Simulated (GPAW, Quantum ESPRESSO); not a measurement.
A computed F K-edge spectrum of one site in a crystal of F and Sc, with its zero at a photon energy of about 680.4 eV (raw 690.3 eV, less 9.9 eV of added terms; LDA puts this hole about 5 eV below PBE, itself good to a few eV). Method: GPAW, LDA, full core hole (charged cell) in a small cell, dipole transitions, broadening that rises with energy.

Energy from the lowest empty level; intensity scaled to a mean of 1 over the first 20 eV:

```tsv
E (eV)	intensity
-2.00	0.00
-1.25	0.00
-0.50	0.12
0.25	1.42
1.00	0.98
1.75	0.82
2.50	1.17
3.25	1.02
4.00	0.99
4.75	0.90
5.50	0.59
6.25	0.75
7.00	1.05
7.75	1.16
8.50	1.29
9.25	1.67
10.00	1.78
10.75	1.53
11.50	1.17
12.25	0.84
13.00	0.63
13.75	0.53
14.50	0.53
15.25	0.61
16.00	0.71
16.75	0.79
17.50	0.88
18.25	0.98
19.00	1.08
19.75	1.11
20.50	1.00
21.25	0.80
22.00	0.60
22.75	0.49
23.50	0.48
24.25	0.54
25.00	0.67
25.75	0.84
26.50	1.02
27.25	1.17
28.00	1.30
28.75	1.43
29.50	1.57
30.25	1.72
31.00	1.83
31.75	1.83
```

**Question.** What surroundings does the absorber have?

A K edge sees empty p states; the first features are F p mixed into the empty d states of the Sc neighbours, and the broad ones above probably into the cations' higher empty bands. It is atom 2 of ScF3 (Pm-3m), with 2 Sc at 2.01 Å (linear, site symmetry 4/mmm). Its main maxima below 24 eV lie at 0.5 eV (1.70), 2.8 eV (1.28), 4.3 eV (1.05), 9.8 eV (1.79) and 19.5 eV (1.11). A near-edge spectrum doesn't fix the structure by itself; it is matched against candidates. The mesh is coarse (0.28 Å⁻¹ between points), so small maxima may be mesh ripples. Lifetime broadening is put in by hand, and intensities beyond about 20 eV depend on it and on the partial waves; weight that the partial waves miss at high energy is lost. The structure is a published determination, not relaxed.

[Banner, clock and machine lines of the logs are left out without a mark of their own.]

[Logs are printed without paths, hosts, clocks, repeated set-up lines and the standing remarks that a program may print on its own settings, such as how far it seeks lower states.]

[Hosts, paths, dates, database ids (printed as entryN), source tags and the programs' standing remarks are cut or masked in the printed files.]

[Lists of maxima count a maximum above −3 eV only where it reaches 4 % of the highest in the window and stands out from its surroundings by 2 % of it (1.5 % where it reaches 55 %); shoulders and weaker maxima are passed over, and of the rest the first, up to two pre-edge ones and the few strongest are named.]
